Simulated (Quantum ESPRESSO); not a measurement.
# Magnetic state of LaCrAsO from several starts

A self-consistent run ends on one state, which hangs on the start. Several orders of LaCrAsO are started in Quantum ESPRESSO and their energies compared.

Main program and level: Quantum ESPRESSO 7.5; PBEsol; plane waves with GBRV 1.5 PBEsol potentials, no spin-orbit coupling.

**1. The structure**

Symmetry: P4/nmm, No. 129, tetragonal system. Conventional cell: a = 4.041 Å, b = 4.041 Å, c = 8.986 Å, α = 90.00°, β = 90.00°, γ = 90.00°. La has 4 O at 2.36 Å nearest. Nearest to Cr lie 4 As at 2.49 Å. Nearest to As lie 4 Cr at 2.49 Å. O has 4 La at 2.36 Å nearest. Farther neighbours and most contacts between anions are not listed.

The cell comes from the Crystallography Open Database.

**2. Run 1 (ferro ++)**

The signs are those of the starting moments on the seeded atoms, the atoms that are given a moment.

pw.in reads:

```
&CONTROL
  calculation = 'scf'
  prefix = 'pwscf'
  outdir = './tmp'
  pseudo_dir = './pseudo'
  disk_io = 'nowf'
/
&SYSTEM
  ibrav = 0
  celldm(1) = 8
  nat = 8
  ntyp = 4
  ecutwfc = 40
  ecutrho = 280
  nbnd = 51
  occupations = 'smearing'
  smearing = 'fd'
  degauss = 0.00734986
  nspin = 2
  starting_magnetization(1) = 0
  starting_magnetization(2) = 0.1786
  starting_magnetization(3) = 0
  starting_magnetization(4) = 0
/
&ELECTRONS
  conv_thr = 1.6d-08
  electron_maxstep = 150
  mixing_beta = 0.3
/
ATOMIC_SPECIES
La    138.9055 la_pbesol_v1.uspp.F.UPF
Cr     51.9961 cr_pbesol_v1.5.uspp.F.UPF
As     74.9216 as_pbesol_v1.uspp.F.UPF
O      15.9990 o_pbesol_v1.2.uspp.F.UPF
CELL_PARAMETERS alat
   0.9545951518547    0.0000000000000    0.0000000000000
   0.0000000000000    0.9545951518547    0.0000000000000
   0.0000000000000    0.0000000000000    2.1227057342156
ATOMIC_POSITIONS crystal
La      0.5000000000    0.0000000000    0.1365000000
La      0.0000000000    0.5000000000    0.8635000000
Cr      0.0000000000    0.0000000000    0.5000000000
Cr      0.5000000000    0.5000000000    0.5000000000
As      0.5000000000    0.0000000000    0.6625000000
As      0.0000000000    0.5000000000    0.3375000000
O       0.0000000000    0.0000000000    0.0000000000
O       0.5000000000    0.5000000000    0.0000000000
K_POINTS automatic
8 8 4 0 0 0
```

On the command line:

```sh
OMP_NUM_THREADS=1 mpirun -n 4 pw.x -nk 4 -in pw.in > pw.out
```

Log:

```text
Program PWSCF v.7.5 starts

     Message from routine setup:
     using ibrav=0 with symmetry is DISCOURAGED, use correct ibrav instead

     K-points division:     npool     =       4
     Subspace diagonalization in iterative solution of the eigenvalue problem:

     G-vector sticks info
     --------------------
     sticks:   dense  smooth     PW     G-vecs:    dense   smooth      PW
     Sum        1305     749    221                78387    33913    5601

     Using Slab Decomposition

     bravais-lattice index     =            0
     lattice parameter (alat)  =       8.0000  a.u.
     unit-cell volume          =     990.3717 (a.u.)^3
     number of atoms/cell      =            8
     number of atomic types    =            4
     number of electrons       =        72.00
     number of Kohn-Sham states=           51
     kinetic-energy cutoff     =      40.0000  Ry
     charge density cutoff     =     280.0000  Ry
     scf convergence threshold =      1.6E-08
     mixing beta               =       0.3000
     number of iterations used =            8  plain     mixing
     Exchange-correlation= SLA  PW   PSX  PSC
                           (   1   4  10   8   0   0   0)

     celldm(1)=   8.000000  celldm(2)=   0.000000  celldm(3)=   0.000000
     celldm(4)=   0.000000  celldm(5)=   0.000000  celldm(6)=   0.000000

     crystal axes: (cart. coord. in units of alat)
               a(1) = (   0.954595   0.000000   0.000000 )
               a(2) = (   0.000000   0.954595   0.000000 )
               a(3) = (   0.000000   0.000000   2.122706 )

     reciprocal axes: (cart. coord. in units 2 pi/alat)
               b(1) = (  1.047565  0.000000  0.000000 )
               b(2) = (  0.000000  1.047565  0.000000 )
               b(3) = (  0.000000  0.000000  0.471097 )

     PseudoPot. # 1 for La read from file:
     la_pbesol_v1.uspp.F.UPF
     Pseudo is Ultrasoft + core correction, Zval = 11.0
     Generated by new atomic code, or converted to UPF format
     Using radial grid of  995 points,  8 beta functions with:
                l(1) =   0
                l(2) =   0
                l(3) =   1
                l(4) =   1
                l(5) =   2
                l(6) =   2
                l(7) =   3
                l(8) =   3
     Q(r) pseudized with  8 coefficients,  rinner =    1.700   1.700   1.700
                                                       1.700   1.700   1.700
                                                       1.700

     PseudoPot. # 2 for Cr read from file:
     cr_pbesol_v1.5.uspp.F.UPF
     Pseudo is Ultrasoft + core correction, Zval = 14.0
     Generated by new atomic code, or converted to UPF format
     Using radial grid of  857 points,  6 beta functions with:
                l(1) =   0
                l(2) =   0
                l(3) =   1
                l(4) =   1
                l(5) =   2
                l(6) =   2
     Q(r) pseudized with  8 coefficients,  rinner =    0.950   0.950   0.950
                                                       0.950   0.950

     PseudoPot. # 3 for As read from file:
     as_pbesol_v1.uspp.F.UPF
     Pseudo is Ultrasoft + core correction, Zval =  5.0
     Generated by new atomic code, or converted to UPF format
     Using radial grid of  875 points,  6 beta functions with:
                l(1) =   0
                l(2) =   0
                l(3) =   1
                l(4) =   1
                l(5) =   2
                l(6) =   2
     Q(r) pseudized with  8 coefficients,  rinner =    1.300   1.300   1.300
                                                       1.300   1.300

     PseudoPot. # 4 for O  read from file:
     o_pbesol_v1.2.uspp.F.UPF
     Pseudo is Ultrasoft + core correction, Zval =  6.0
     Generated by new atomic code, or converted to UPF format
     Using radial grid of  737 points,  5 beta functions with:
                l(1) =   0
                l(2) =   0
                l(3) =   1
                l(4) =   1
                l(5) =   2
     Q(r) pseudized with  8 coefficients,  rinner =    0.900   0.900   0.900
                                                       0.900   0.900

     atomic species   valence    mass     pseudopotential
     La               11.00   138.90550     La( 1.00)
     Cr               14.00    51.99610     Cr( 1.00)
     As                5.00    74.92160     As( 1.00)
     O                 6.00    15.99900     O ( 1.00)

     Starting magnetic structure
     atomic species   magnetization
     La              0.000
     Cr              0.179
     As              0.000
     O               0.000

     16 Sym. Ops., with inversion, found ( 8 have fractional translation)

   Cartesian axes

     site n.     atom                  positions (alat units)
         1        La     tau(   1) = (   0.4772976   0.0000000   0.2897493  )
         2        La     tau(   2) = (   0.0000000   0.4772976   1.8329564  )
         3        Cr     tau(   3) = (   0.0000000   0.0000000   1.0613529  )
         4        Cr     tau(   4) = (   0.4772976   0.4772976   1.0613529  )
         5        As     tau(   5) = (   0.4772976   0.0000000   1.4062925  )
         6        As     tau(   6) = (   0.0000000   0.4772976   0.7164132  )
         7        O      tau(   7) = (   0.0000000   0.0000000   0.0000000  )
         8        O      tau(   8) = (   0.4772976   0.4772976   0.0000000  )

     number of k points=    45  Fermi-Dirac smearing, width (Ry)=  0.0073
                       cart. coord. in units 2pi/alat
        k(    1) = (   0.0000000   0.0000000   0.0000000), wk =   0.0039062
        k(    2) = (   0.0000000   0.0000000   0.1177742), wk =   0.0078125
        k(    3) = (   0.0000000   0.0000000  -0.2355484), wk =   0.0039062
        k(    4) = (   0.0000000   0.1309456   0.0000000), wk =   0.0156250
        k(    5) = (   0.0000000   0.1309456   0.1177742), wk =   0.0312500
        [... 40 further k-points ...]

     Dense  grid:    78387 G-vectors     FFT dimensions: (  48,  48,  96)

     Smooth grid:    33913 G-vectors     FFT dimensions: (  32,  32,  72)

     Check: negative core charge=   -0.000002
     Generating pointlists ...
     new r_m :   0.2303 (alat units)  1.8426 (a.u.) for type    1
     new r_m :   0.2429 (alat units)  1.9434 (a.u.) for type    2
     new r_m :   0.2429 (alat units)  1.9434 (a.u.) for type    3
     new r_m :   0.2303 (alat units)  1.8426 (a.u.) for type    4

     Initial potential from superposition of free atoms

     starting charge      69.9407, renormalised to      72.0000

     negative rho (up, down):  7.946E-02 7.898E-02
     Starting wfcs are   76 randomized atomic wfcs

     Self-consistent Calculation

     iteration #  1     ecut=    40.00 Ry     beta= 0.30
     Davidson diagonalization with overlap
     ethr =  1.00E-02,  avg # of iterations =  5.3

     negative rho (up, down):  7.642E-02 7.642E-02

     total energy              =    -664.87901589 Ry
     estimated scf accuracy    <      76.17736355 Ry

     total magnetization       =     1.84 Bohr mag/cell
     absolute magnetization    =     2.24 Bohr mag/cell

     iteration #  2     ecut=    40.00 Ry     beta= 0.30
     Davidson diagonalization with overlap
     ethr =  1.00E-02,  avg # of iterations =  8.0

     negative rho (up, down):  7.161E-04 7.187E-04

     total energy              =    -673.78093109 Ry
     estimated scf accuracy    <     523.73108539 Ry

     total magnetization       =     4.98 Bohr mag/cell
     absolute magnetization    =     5.01 Bohr mag/cell

     iteration #  3     ecut=    40.00 Ry     beta= 0.30
     Davidson diagonalization with overlap
     ethr =  1.00E-02,  avg # of iterations =  6.4

     negative rho (up, down):  9.005E-03 9.928E-03

     total energy              =    -700.07865515 Ry
     estimated scf accuracy    <      51.72862400 Ry

     total magnetization       =     0.53 Bohr mag/cell
     absolute magnetization    =     0.58 Bohr mag/cell

     [... further iterations left out ...]

     iteration # 27     ecut=    40.00 Ry     beta= 0.30
     Davidson diagonalization with overlap
     ethr =  1.70E-09,  avg # of iterations =  4.7

     negative rho (up, down):  5.408E-02 5.882E-02

     total energy              =    -700.32121823 Ry
     estimated scf accuracy    <       0.00000245 Ry

     total magnetization       =     4.64 Bohr mag/cell
     absolute magnetization    =     5.23 Bohr mag/cell

     iteration # 28     ecut=    40.00 Ry     beta= 0.30
     Davidson diagonalization with overlap
     ethr =  1.70E-09,  avg # of iterations =  2.6

     negative rho (up, down):  5.405E-02 5.880E-02

     total energy              =    -700.32121830 Ry
     estimated scf accuracy    <       0.00000031 Ry

     total magnetization       =     4.64 Bohr mag/cell
     absolute magnetization    =     5.23 Bohr mag/cell

     iteration # 29     ecut=    40.00 Ry     beta= 0.30
     Davidson diagonalization with overlap
     ethr =  4.34E-10,  avg # of iterations =  4.3

     negative rho (up, down):  5.408E-02 5.882E-02

     total energy              =    -700.32121841 Ry
     estimated scf accuracy    <       0.00000022 Ry

     total magnetization       =     4.64 Bohr mag/cell
     absolute magnetization    =     5.23 Bohr mag/cell

     iteration # 30     ecut=    40.00 Ry     beta= 0.30
     Davidson diagonalization with overlap
     ethr =  3.09E-10,  avg # of iterations =  4.0

     negative rho (up, down):  5.408E-02 5.881E-02

     Magnetic moment per site  (integrated on atomic sphere of radius R)
     atom   1 (R=0.230)  charge=  6.1663  magn= -0.0039
     atom   2 (R=0.230)  charge=  6.1663  magn= -0.0039
     atom   3 (R=0.243)  charge= 12.1234  magn=  2.1644
     atom   4 (R=0.243)  charge= 12.1234  magn=  2.1644
     atom   5 (R=0.243)  charge=  2.8625  magn= -0.0808
     atom   6 (R=0.243)  charge=  2.8625  magn= -0.0808
     atom   7 (R=0.230)  charge=  6.2580  magn=  0.0002
     atom   8 (R=0.230)  charge=  6.2580  magn=  0.0002

     End of self-consistent calculation

     [... lines left out ...]
     the Fermi energy is    11.5424 ev

!    total energy              =    -700.32121847 Ry
     estimated scf accuracy    <       0.00000001 Ry
     smearing contrib. (-TS)   =      -0.00939283 Ry
     internal energy E=F+TS    =    -700.31182564 Ry

     The total energy is F=E-TS. E is the sum of the following terms:
     one-electron contribution =    -268.19587721 Ry
     hartree contribution      =     169.43185254 Ry
     xc contribution           =    -219.69684271 Ry
     ewald contribution        =    -381.85095826 Ry

     total magnetization       =     4.64 Bohr mag/cell
     absolute magnetization    =     5.23 Bohr mag/cell

     convergence has been achieved in  30 iterations

=------------------------------------------------------------------------------=
   JOB DONE.
=------------------------------------------------------------------------------=
```

The job ended after 11 min (4 MPI ranks of Intel Xeon at 2.50GHz (Skylake/Cascade Lake), shared host; peak memory 1.6 GiB; 44 min of CPU time).

Spin moment in the atom's sphere by atom:

| atom | spin moment in the atom's sphere (μB) |
| --- | --- |
| La1 | 0.00 |
| La2 | 0.00 |
| Cr3 | 2.16 |
| Cr4 | 2.16 |
| As5 | -0.08 |
| As6 | -0.08 |
| O7 | 0.00 |
| O8 | 0.00 |

Read from the output:

* smearing term TS: 0.1278 eV
* magnetization: 4.636 μB
* absolute magnetization: 5.231 μB
* final state: ferromagnetic

[end of part 1 of 2]

[Logs and program files are shortened in this print: banners, set-up blocks, solver, clock and traceback lines can be left out without a mark of their own.]

[Logs are printed without paths, hosts, clocks, repeated set-up lines and the standing remarks that a program may print on its own settings, such as how far it seeks lower states.]

[Hosts, paths, dates, database ids (printed as entryN), source tags and the programs' standing remarks are cut or masked in the printed files.]

[Where a cell is said to come from a database of computed structures, the database is the Materials Project.]
